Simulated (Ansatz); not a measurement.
# ScMn2Ni2Ge, from a guessed structure to a relaxed one

This structure for ScMn2Ni2Ge is made up. Its elements were placed in a known structure type with a cell scaled to their sizes. What cell does the guess relax to, and how far off was it?

Calculated with Ansatz 0.2.0; DFT, PBEsol, plane-wave PAW, files of the set soft_1, scalar-relativistic, ferromagnetic start, cell and ions relaxed at zero pressure; PAW set soft_1, in the first sound run; inputs show where later runs differ.

## Step 1: The starting structure

The structure is orthorhombic, space group Cmmm (No. 65). The conventional cell has a = 5.043 Å, b = 8.144 Å, c = 4.071 Å, α = 90.00°, β = 90.00°, γ = 90.00°. Nearest to Ge lie 4 Ni at 2.39 Å and 4 Mn at 2.45 Å. Nearest to Ni lie 2 Ge at 2.39 Å and 4 Mn at 2.49 Å and 2 Ni at 2.52 Å. Nearest to Mn lie 2 Ge at 2.45 Å and 4 Ni at 2.49 Å and 3 Sc at 2.71 to 2.87 Å and 3 Mn at 2.73 to 2.86 Å. Nearest to Sc lie 6 Mn at 2.71 to 2.87 Å. Farther neighbours are not listed.

## Step 2: Relaxation of the guess

The guessed cell has no reason to be at equilibrium. It is relaxed with the atoms, within the space group of the guess.

Contents of input.yaml:

```yaml
crystal:
  lattice:
    - [2.5215, -4.072, 0.0]
    - [2.5215, 4.072, 0.0]
    - [0.0, 0.0, 4.071]
  atoms:
    - { symbol: Ge, position: [0.5, 0.5, 0.5] }
    - { symbol: Ni, position: [0.0, 0.5, 0.5], spin: 1.0 }
    - { symbol: Ni, position: [0.5, 0.0, 0.5], spin: 1.0 }
    - { symbol: Mn, position: [0.6674, 0.3326, 0.0], spin: 4.0 }
    - { symbol: Mn, position: [0.3326, 0.6674, 0.0], spin: 4.0 }
    - { symbol: Sc, position: [0.0, 0.0, 0.0] }
magnetization:
  spin_polarized: true
kpoints:
  mp_grid: { grid: [6, 6, 7] }
scf:
  occupations: { method: fermi_dirac, width: 0.05 }
hamiltonian:
  xc: pbesol
  pseudopotentials: { kind: paw, azcp: { folder: soft_1 }, xc_functional: pbe }
relax:
  f_tol: 0.015
  max_steps: 70
  cell: {}
output:
  forces: true
  stress: true
```

The run is started by

```console
$ ansatz run input.yaml --threads 4 --pin off --max-ram 10240MiB --backend cpu --events-out ev --progress --plain --runs-dir out
```

Numbers of over 12 decimals in the logs are rounded to 6 here.

Output:

```text
Engine: ansatz 0.2.0, aarch64-unknown-linux-gnu
Pseudopotentials: kind: paw
Pseudopotential: Ge, paw, valence charge 14, recommended cutoff 420 eV (normal), soft_1/Ge.paw.azcp
Pseudopotential: Ni, paw, valence charge 18, recommended cutoff 420 eV (normal), soft_1/Ni.paw.azcp
Pseudopotential: Mn, paw, valence charge 15, recommended cutoff 420 eV (normal), soft_1/Mn.paw.azcp
Pseudopotential: Sc, paw, valence charge 11, recommended cutoff 420 eV (normal), soft_1/Sc.paw.azcp
Functional definition: PBEsol
  exchange = pbesol_x
  correlation = pbesol_c
Crystal: 6 atoms, lattice volume = 83.598 Å³
Basis set: ecut = 420 eV, 1617 PW (Γ), exchange–correlation on 72×72×60 points (8 copies of the dense FFT grid, shifted against one another)
Bands: 61, of which v1, the nominal top of the filled ones, is band 46 counted from 1 (45 counted from 0)
Symmetry: 8 space group operations
Space group: Cmmm (ITA 65), of the structure as read, at distance tolerance 4.4e-5 Å
Magnetic group: BNS 65.481 (UNI 579), of the structure as read, at distance tolerance 4.4e-5 Å
k-points: 52 of 252
Non-local potential: Ge, projectors of the file, l = 0: 2, l = 1: 2, l = 2: 3, l = 3: 1
Non-local potential: Ni, projectors of the file, l = 0: 3, l = 1: 2, l = 2: 3, l = 3: 1
Non-local potential: Mn, projectors of the file, l = 0: 3, l = 1: 2, l = 2: 3, l = 3: 1
Non-local potential: Sc, projectors of the file, l = 0: 3, l = 1: 2, l = 2: 3, l = 3: 1
PAW form: soft (Blöchl's): semilocal exchange-correlation on the pseudo side does not see the compensation charge
PAW frozen core: Ge, regenerated for the run's functional, and the local potential with it (the file was generated under x = pbe(κ = 0.804, μ = 0.219515), c = pbe(β = 0.066725))
PAW frozen core: Ni, regenerated for the run's functional, and the local potential with it (the file was generated under x = pbe(κ = 0.804, μ = 0.219515), c = pbe(β = 0.066725))
PAW frozen core: Mn, regenerated for the run's functional, and the local potential with it (the file was generated under x = pbe(κ = 0.804, μ = 0.219515), c = pbe(β = 0.066725))
PAW frozen core: Sc, regenerated for the run's functional, and the local potential with it (the file was generated under x = pbe(κ = 0.804, μ = 0.219515), c = pbe(β = 0.066725))
PAW one-centre angular grid: Ge, 590 points (default); XC on 64 Gauss nodes
PAW one-centre angular grid: Ni, 590 points (default); XC on 64 Gauss nodes
PAW one-centre angular grid: Mn, 590 points (default); XC on 64 Gauss nodes
PAW one-centre angular grid: Sc, 590 points (default); XC on 64 Gauss nodes
Initial density: superposition of atomic densities (chi_scale 0.1, normalization cell)
Starting moments: Σ|m| = 10 μB on 4 of 6 sites
Initial wavefunctions: pseudopotential atomic-orbital guess
Functional: x = pbesol(κ = 0.804, μ = 0.123457), c = pbesol(β = 0.046)
SCF iter   1: F=—  HF=-25710.873565 eV  |F-HF|=—  |Δ(HF+E_count)|=         —  Δρ=5.45e-2 (↑5.45e-2 ↓3.54e-2)  dr2=2.94e0  dr2_m=8.46e-1  M=7.743 μB ∫|m|=8.453 μB  β_m=0.30  ethr=3.10e-3  ⟨swp⟩=5.6  Hψ=20098  notcnv=0  defer=36
Mixer restart at iter 1: flushing history
preconditioner: auto → Kerker (q_TF=auto, 2.767 Å⁻¹)  [metal: Δε(μ)=0.005 eV  Ē_g=13.042 eV  σ=0.050 eV  W_gap=0.02  n_scr=26 (ndim 8)  ℏωp=30.7 eV  f_vac=0.000  D(μ)=4.23/eV (n_scr^D=34)]
spin=Collinear: Kerker preconditioning applied to the charge; magnetization (m = ρ↑ − ρ↓) channel mixes plain (no charge-response kernel on spin).
SCF iter   2: F=—  HF=-25710.806393 eV  |F-HF|=—  |Δ(HF+E_count)|=   6.72e-2  Δρ=3.18e-2 (↑2.82e-2 ↓3.18e-2)  dr2=1.98e0  dr2_m=4.71e-1  M=7.520 μB ∫|m|=8.287 μB  β_m=0.44  ethr=3.10e-3  ⟨swp⟩=2.0  Hψ=8357  notcnv=0  defer=542
SCF iter   3: F=—  HF=-25712.337395 eV  |F-HF|=—  |Δ(HF+E_count)|=    1.53e0  Δρ=2.86e-2 (↑1.75e-2 ↓2.86e-2)  dr2=1.52e0  dr2_m=2.95e-1  M=7.180 μB ∫|m|=8.031 μB  β_m=0.52  ethr=2.18e-3  ⟨swp⟩=2.0  Hψ=7350  notcnv=0  defer=542
SCF iter   4: F=—  HF=-25713.687505 eV  |F-HF|=—  |Δ(HF+E_count)|=    1.35e0  Δρ=2.58e-2 (↑1.87e-2 ↓2.58e-2)  dr2=1.07e0  dr2_m=1.77e-1  M=6.563 μB ∫|m|=7.464 μB  β_m=0.44  ethr=1.67e-3  ⟨swp⟩=2.4  Hψ=9247  notcnv=0  defer=495
SCF iter   5: F=—  HF=-25713.611342 eV  |F-HF|=—  |Δ(HF+E_count)|=   7.62e-2  Δρ=1.25e-2 (↑1.25e-2 ↓7.95e-3)  dr2=1.23e-1  dr2_m=4.73e-2  M=6.053 μB ∫|m|=7.015 μB  β_m=0.64  ethr=1.18e-3  ⟨swp⟩=2.5  Hψ=9683  notcnv=0  defer=494
SCF iter   6: F=—  HF=-25713.673346 eV  |F-HF|=—  |Δ(HF+E_count)|=         —  Δρ=1.79e-2 (↑1.79e-2 ↓8.26e-3)  dr2=2.54e-1  dr2_m=6.44e-2  M=5.648 μB ∫|m|=6.547 μB  β_m=0.64  ethr=1.35e-4  ⟨swp⟩=2.2  Hψ=11505  notcnv=0  defer=474
Mixer restart at iter 6: flushing history
SCF iter   7: F=—  HF=-25713.755638 eV  |F-HF|=—  |Δ(HF+E_count)|=   8.23e-2  Δρ=1.03e-2 (↑5.00e-3 ↓1.03e-2)  dr2=9.20e-2  dr2_m=7.35e-3  M=5.684 μB ∫|m|=6.550 μB  β_m=0.57  ethr=1.35e-4  ⟨swp⟩=2.9  Hψ=12634  notcnv=0  defer=474
SCF iter   8: F=—  HF=-25713.718331 eV  |F-HF|=—  |Δ(HF+E_count)|=   3.73e-2  Δρ=6.66e-3 (↑6.66e-3 ↓4.87e-3)  dr2=7.78e-2  dr2_m=2.96e-3  M=5.682 μB ∫|m|=6.536 μB  β_m=0.53  ethr=1.01e-4  ⟨swp⟩=2.2  Hψ=13273  notcnv=0  defer=475
SCF iter   9: F=—  HF=-25713.717800 eV  |F-HF|=—  |Δ(HF+E_count)|=   5.31e-4  Δρ=4.21e-3 (↑4.21e-3 ↓1.95e-3)  dr2=2.18e-2  dr2_m=2.31e-3  M=5.668 μB ∫|m|=6.507 μB  β_m=0.48  ethr=8.55e-5  ⟨swp⟩=2.0  Hψ=7621  notcnv=0  defer=475
SCF iter  10: F=—  HF=-25713.715942 eV  |F-HF|=—  |Δ(HF+E_count)|=   1.86e-3  Δρ=5.54e-4 (↑4.14e-4 ↓5.54e-4)  dr2=6.13e-4  dr2_m=7.82e-5  M=5.682 μB ∫|m|=6.510 μB  β_m=0.74  ethr=2.40e-5  ⟨swp⟩=2.0  Hψ=9160  notcnv=0  defer=475
SCF iter  11: F=—  HF=-25713.716204 eV  |F-HF|=—  |Δ(HF+E_count)|=   2.62e-4  Δρ=8.26e-4 (↑3.95e-4 ↓8.26e-4)  dr2=8.18e-4  dr2_m=4.02e-5  M=5.683 μB ∫|m|=6.507 μB  β_m=0.74  ethr=6.73e-7  ⟨swp⟩=2.0  Hψ=8919  notcnv=0  defer=475
SCF iter  12: F=—  HF=-25713.716121 eV  |F-HF|=—  |Δ(HF+E_count)|=   8.31e-5  Δρ=8.96e-5 (↑8.24e-5 ↓8.96e-5)  dr2=2.84e-5  dr2_m=2.22e-6  M=5.685 μB ∫|m|=6.507 μB  β_m=0.87  ethr=6.73e-7  ⟨swp⟩=2.0  Hψ=8088  notcnv=0  defer=475
SCF iter  13: F=—  HF=-25713.716121 eV  |F-HF|=—  |Δ(HF+E_count)|=   9.32e-8  Δρ=9.21e-5 (↑9.21e-5 ↓4.11e-5)  dr2=1.74e-5  dr2_m=7.56e-7  M=5.686 μB ∫|m|=6.507 μB  β_m=0.83  ethr=3.12e-8  ⟨swp⟩=2.0  Hψ=7983  notcnv=0  defer=475
SCF iter  14: F=—  HF=-25713.716118 eV  |F-HF|=—  |Δ(HF+E_count)|=   2.88e-6  Δρ=3.80e-5 (↑3.80e-5 ↓2.17e-5)  dr2=3.11e-6  dr2_m=2.30e-7  M=5.685 μB ∫|m|=6.506 μB  β_m=0.79  ethr=1.91e-8  ⟨swp⟩=2.0  Hψ=8921  notcnv=0  defer=475
[...]
SCF iter  10: F=—  HF=-25713.834095 eV  |F-HF|=—  |Δ(HF+E_count)|=   3.09e-8  Δρ=3.47e-6 (↑2.58e-6 ↓3.47e-6)  dr2=2.47e-8  dr2_m=2.40e-10  M=5.612 μB ∫|m|=6.348 μB  β_m=0.79  ethr=1.16e-10  ⟨swp⟩=2.0  Hψ=9328  notcnv=0
SCF iter  11: F=-25713.834095 eV  HF=-25713.834095 eV  |F-HF|=4.50e-7  |Δ(HF+E_count)|=   6.37e-8  Δρ=1.45e-5 (↑8.77e-6 ↓1.45e-5)  dr2=4.90e-7  dr2_m=8.43e-9  M=5.612 μB ∫|m|=6.348 μB  ethr=2.72e-11  ⟨swp⟩=2.4  Hψ=19917  notcnv=0
SCF 3 converged in 11 iterations: F = -25713.834095 eV  dr2 = 4.90e-7
relax step   3: F+E_penalty+E_count = -25713.83409501 eV  Δ(F+E_penalty+E_count) = -1.953e-2 eV  max|allowed force component| = 2.130e-2 eV/Å  Δτ_max = 0.0172 Å  P = +0.508 GPa  Ω = 81.296 Å³  energy of the carried Pulay correction = +1.945e-3 eV  (11 SCF iters, dr2 threshold 6.00e-7 eV, accepted)
[...]
relax step   4: F+E_penalty+E_count = -25713.83470125 eV  Δ(F+E_penalty+E_count) = -6.062e-4 eV  max|allowed force component| = 5.833e-3 eV/Å  Δτ_max = 0.0022 Å  P = -0.020 GPa  Ω = 81.630 Å³  energy of the carried Pulay correction = +1.660e-3 eV  (11 SCF iters, dr2 threshold 6.00e-7 eV, accepted)
[...]
relax step   5: F+E_penalty+E_count = -25713.83471876 eV  Δ(F+E_penalty+E_count) = -1.751e-5 eV  max|allowed force component| = 1.481e-3 eV/Å  Δτ_max = 0.0008 Å  P = +0.012 GPa  Ω = 81.617 Å³  energy of the carried Pulay correction = +1.670e-3 eV  (8 SCF iters, dr2 threshold 8.04e-9 eV, accepted)
[...]
relax step   6: F+E_penalty+E_count = -25713.83335857 eV  Δ(F+E_penalty+E_count) = +1.360e-3 eV  max|allowed force component| = 1.786e-3 eV/Å  Δτ_max = 0.0000 Å  P = +0.027 GPa  Ω = 81.617 Å³  stress off target by 6.29e-2 GPa  SCF on the basis re-selected at this cell (its energy is not comparable with the rows above)  (12 SCF iters)
[...]
relax step   7: F+E_penalty+E_count = -25713.83335024 eV  Δ(F+E_penalty+E_count) = +8.324e-6 eV  max|allowed force component| = 1.256e-4 eV/Å  Δτ_max = 0.0002 Å  P = -0.001 GPa  Ω = 81.632 Å³  energy of the carried Pulay correction = -1.380e-5 eV  (8 SCF iters, dr2 threshold 9.91e-9 eV, accepted)
iter 1 solved again at ethr=6.50e-8 eV; its pass at ethr=3.10e-3 eV (dr2=5.92e-5 eV) is discarded
SCF iter   1: F=—  HF=-25713.833342 eV  |F-HF|=—  |Δ(HF+E_count)|=         —  Δρ=5.60e-5 (↑5.60e-5 ↓5.39e-5)  dr2=2.03e-7  dr2_m=1.03e-9  M=5.659 μB ∫|m|=6.398 μB  β_m=0.65  ethr=6.50e-8  ⟨swp⟩=3.3  Hψ=38807  notcnv=0
preconditioner: auto → Kerker (q_TF=auto, 2.268 Å⁻¹)  [metal: Δε(μ)=0.007 eV  Ē_g=12.950 eV  σ=0.050 eV  W_gap=0.03  n_scr=20 (ndim 8)  ℏωp=31.0 eV  f_vac=0.000  D(μ)=5.00/eV (n_scr^D=46)]
spin=Collinear: Kerker preconditioning applied to the charge; magnetization (m = ρ↑ − ρ↓) channel mixes plain (no charge-response kernel on spin).
SCF iter   2: F=—  HF=-25713.833358 eV  |F-HF|=—  |Δ(HF+E_count)|=   1.60e-5  Δρ=2.00e-5 (↑2.00e-5 ↓1.93e-5)  dr2=2.96e-8  dr2_m=2.71e-10  M=5.659 μB ∫|m|=6.398 μB  β_m=0.65  ethr=2.24e-10  ⟨swp⟩=2.0  Hψ=11015  notcnv=0
SCF iter   3: F=—  HF=-25713.833359 eV  |F-HF|=—  |Δ(HF+E_count)|=   5.78e-7  Δρ=3.01e-6 (↑3.01e-6 ↓2.74e-6)  dr2=1.10e-8  dr2_m=2.53e-11  M=5.659 μB ∫|m|=6.398 μB  β_m=0.49  ethr=3.25e-11  ⟨swp⟩=2.1  Hψ=10644  notcnv=0
SCF iter   4: F=—  HF=-25713.833359 eV  |F-HF|=—  |Δ(HF+E_count)|=   1.68e-9  Δρ=1.71e-7 (↑1.71e-7 ↓1.50e-7)  dr2=2.00e-11  dr2_m=5.61e-12  M=5.659 μB ∫|m|=6.398 μB  β_m=0.55  ethr=1.21e-11  ⟨swp⟩=2.0  Hψ=10860  notcnv=0
SCF iter   5: F=—  HF=-25713.833359 eV  |F-HF|=—  |Δ(HF+E_count)|=   6.43e-8  Δρ=7.94e-8 (↑7.94e-8 ↓5.36e-8)  dr2=6.80e-12  dr2_m=1.87e-12  M=5.659 μB ∫|m|=6.398 μB  β_m=0.58  ethr=1.00e-12  ⟨swp⟩=1.0  Hψ=6344  notcnv=0
SCF iter   6: F=—  HF=-25713.833359 eV  |F-HF|=—  |Δ(HF+E_count)|=  1.09e-11  Δρ=3.39e-8 (↑3.39e-8 ↓2.22e-8)  dr2=1.62e-12  dr2_m=2.19e-13  M=5.659 μB ∫|m|=6.398 μB  β_m=0.79  ethr=1.00e-12  ⟨swp⟩=1.0  Hψ=6344  notcnv=0
SCF iter   7: F=—  HF=-25713.833359 eV  |F-HF|=—  |Δ(HF+E_count)|=  7.28e-12  Δρ=4.58e-8 (↑2.44e-8 ↓4.58e-8)  dr2=3.04e-12  dr2_m=3.32e-13  M=5.659 μB ∫|m|=6.398 μB  β_m=0.79  ethr=1.00e-12  ⟨swp⟩=1.0  Hψ=6344  notcnv=0
SCF iter   8: F=-25713.833359 eV  HF=-25713.833359 eV  |F-HF|=2.18e-11  |Δ(HF+E_count)|=  1.09e-11  Δρ=1.07e-7 (↑4.91e-8 ↓1.07e-7)  dr2=2.07e-11  dr2_m=6.59e-13  M=5.659 μB ∫|m|=6.398 μB  ethr=1.00e-12  ⟨swp⟩=2.0  Hψ=17048  notcnv=0
SCF 8 converged in 8 iterations: F = -25713.833359 eV  dr2 = 2.07e-11
relax step   8: F+E_penalty+E_count = -25713.83335860 eV  Δ(F+E_penalty+E_count) = -8.361e-6 eV  max|allowed force component| = 1.229e-4 eV/Å  Δτ_max = 0.0000 Å  P = -0.001 GPa  Ω = 81.632 Å³  stress off target by 1.49e-3 GPa  SCF on the basis re-selected at this cell (its energy is not comparable with the rows above)  (8 SCF iters)
basis re-selected at this cell: Δ(F+E_penalty+E_count) = -8.361e-6 eV, ΔP = +0.000 GPa vs the last step (what re-selecting the basis moved, of the pressure what is left beyond the Pulay correction that the steps carried, after the strain that the cell walked since its last selection, with what the two solves' SCF thresholds leave and, on support functions, any second-order correction that the steps lacked; it is no m [...]
SCF converged after 8 iterations
Magnetization: 5.6585 μB (48.3293 up, 42.6707 down)
Absolute magnetization: 6.4017 μB (∫|ρ↑−ρ↓|, with the PAW one-centre terms)
Spin contamination: 0.3225 ħ² per cell (⟨S²⟩ above its minimum at these occupations)
Per-site moments (μB) at R_I (Å): [(-0.049930, 0.998635), (0.379601, 0.998635), (0.379601, 0.998635), (2.464425, 1.005094), (2.464425, 1.005094), (-0.075707, 1.137582)]
Free energy (F): -25713.833359 eV
Harris-Foulkes:  -25713.833359 eV  (|F-HF|=2.18e-11)
Internal energy: -25713.792694 eV  (E = F + TS)
E sigma→0 (E₀):  -25713.813026 eV
Entropy (-TS):   -0.040665 eV (-6.777 meV/atom)
Fermi energy:    15.465764 eV
--- Per-component energies (eV) ---
  E_band       = -1278.516767
  E_kinetic    = 1624.656924
  E_local      = -13902.749429  (includes V_loc(G=0)·N_el)
  E_nonlocal   = 1051.703305
  E_hartree    = 6523.800118
  E_xc         = -601.654675
  E_vxc        = -745.179559  (∫ρ·V_xc dr)
  E_paw        = -8778.105043  (= ΣΔE_a)
  E_vpaw       = -2354.550106  (= ΣTr[D̂ρ^β])
  E_aug_tail   = 0.002115  (compensation charges beyond the density's cutoff)
  E_ewald      = -11633.226851
  E_core_change = 1.780843  (= ΣΔE_core)
  E_smearing   = -0.040665  (= −TS)
  E_closure    = -0.000000  (closes the sum)
  Σ components = -25713.833359   (vs F -25713.833359, Δ=0.00e0)
--- Forces (eV/Å), atoms counted from 1 ---
  atom   1  Ge    -0.00000000    -0.00000000     0.00000000
  atom   2  Ni     0.00000000     0.00000000     0.00000000
  atom   3  Ni    -0.00000000     0.00000000     0.00000000
  atom   4  Mn    -0.00000000     0.00012285     0.00000000
  atom   5  Mn     0.00000000    -0.00012285    -0.00000000
  atom   6  Sc     0.00000000     0.00000000     0.00000000
  max |Σ_I F_I| component: 1.39e-17 eV/Å
--- Stress (GPa, compression-positive) ---
        0.000315       0.000000      -0.000000
        0.000000      -0.001495       0.000000
       -0.000000       0.000000      -0.000580
  P = ⅓ Tr σ = -0.0006 GPa (-0.006 kbar)
--- Relaxed structure (6 steps of the walk, 6 accepted, 2 SCFs on fresh bases) ---
  F+E_penalty+E_count = -25713.83335860 eV   max|allowed force component| = 1.229e-4 eV/Å   (the final SCF, on the basis selected at the relaxed cell)
  cell:  # Å, volume = 81.6324 Å³
    - [2.432457, -4.186503, 0.0]
    - [2.432457, 4.186503, 0.0]
    - [0.0, 0.0, 4.008078]
  atoms:
    - { symbol: Ge, position: [0.5, 0.5, 0.500000] }
    - { symbol: Ni, position: [-5.551115123125783e-17, 0.5, 0.500000] }
    - { symbol: Ni, position: [0.5, -5.551115123125783e-17, 0.500000] }
    - { symbol: Mn, position: [0.670635, 0.329365, 0.0] }
    - { symbol: Mn, position: [0.329365, 0.670635, 0.0] }
    - { symbol: Sc, position: [0, 0, 0.0] }
```

It took 1.8 min on 4 threads of Arm Neoverse V1, shared host; peak memory 0.79 GiB.

Step by step:

| step | energy less that of the first step (eV) | largest force component (eV/Å) | pressure (GPa) | volume (Å³) |
| --- | --- | --- | --- | --- |
| 1 | 0.0000 | 0.2584 | -3.14 | 83.60 |
| 2 | -0.0984 | 0.1911 | -0.80 | 81.99 |
| 3 | -0.1180 | 0.0213 | 0.51 | 81.30 |
| 4 | -0.1186 | 0.0058 | -0.02 | 81.63 |
| 5 | -0.1186 | 0.0015 | 0.01 | 81.62 |
| 6* | -0.1172 | 0.0018 | 0.03 | 81.62 |
| 7 | -0.1172 | 0.0001 | 0.00 | 81.63 |
| 8* | -0.1172 | 0.0001 | 0.00 | 81.63 |

Relaxation steps marked * repeat the geometry before them on a plane-wave basis chosen anew for their cell, so energy and pressure can jump there.

The run keeps the 8 symmetry operations that it works with, so distortions that break them were not tested.

| conventional cell, symmetrised | before | after | change |
| --- | --- | --- | --- |
| a (Å) | 5.043 | 4.865 | -3.5 % |
| b (Å) | 8.144 | 8.373 | +2.8 % |
| c (Å) | 4.071 | 4.008 | -1.5 % |
| volume (Å³/atom) | 13.93 | 13.61 | -2.4 % |

The atoms that moved most (Å, as changes of fractional coordinates times the final cell):

| atom | dx | dy | dz | length |
| --- | --- | --- | --- | --- |
| Mn4 | 0.000 | -0.027 | 0.000 | 0.027 |
| Mn5 | 0.000 | 0.027 | 0.000 | 0.027 |

The relaxed structure:

```xyz
6
Lattice="2.4325 -4.1865 0.0000 2.4325 4.1865 0.0000 0.0000 0.0000 4.0081" Properties=species:S:1:pos:R:3 pbc="T T T"
Ge    2.4325    0.0000    2.0040
Ni    1.2162    2.0933    2.0040
Ni    1.2162   -2.0933    2.0040
Mn    2.4325   -1.4287    0.0000
Mn    2.4325    1.4287    0.0000
Sc    0.0000    0.0000    0.0000
```

Numbers from this step:

```yaml
free_energy: -25713.8334 eV
energy_at_zero_smearing: -25713.8130 eV
smearing_term_ts: 0.04066 eV
fermi_energy: 15.47 eV
magnetization: 5.659 μB
absolute_magnetization: 6.402 μB
site_moments: -0.04993, 0.3796, 0.3796, 2.464, 2.464, -0.07571 μB
electrons: 91
symmetry_operations: 8
pressure: -5.87e-4 GPa
```

Site moment by atom:

| atom | site moment (μB) |
| --- | --- |
| Ge1 | -0.05 |
| Ni2 | 0.38 |
| Ni3 | 0.38 |
| Mn4 | 2.46 |
| Mn5 | 2.46 |
| Sc6 | -0.08 |

Shortest distances by pair of elements, guess and relaxed (not always the same contact):

| pair | guess (Å) | relaxed (Å) |
| --- | --- | --- |
| Ge–Ni | 2.395 | 2.421 |
| Ni–Ni | 2.522 | 2.432 |
| Mn–Ni | 2.487 | 2.437 |
| Ge–Mn | 2.450 | 2.461 |
| Mn–Sc | 2.709 | 2.758 |

The relaxation ends with a largest force component of 1.2e-4 eV/Å and a pressure of 0.00 GPa.

(Continued in part 2 of 2.)

[Logs are printed without paths, hosts, clocks, repeated set-up lines and the standing remarks that a program may print on its own settings, such as how far it seeks lower states.]

[Hosts, paths, dates, database ids (printed as entryN), source tags and the programs' standing remarks are cut or masked in the printed files.]
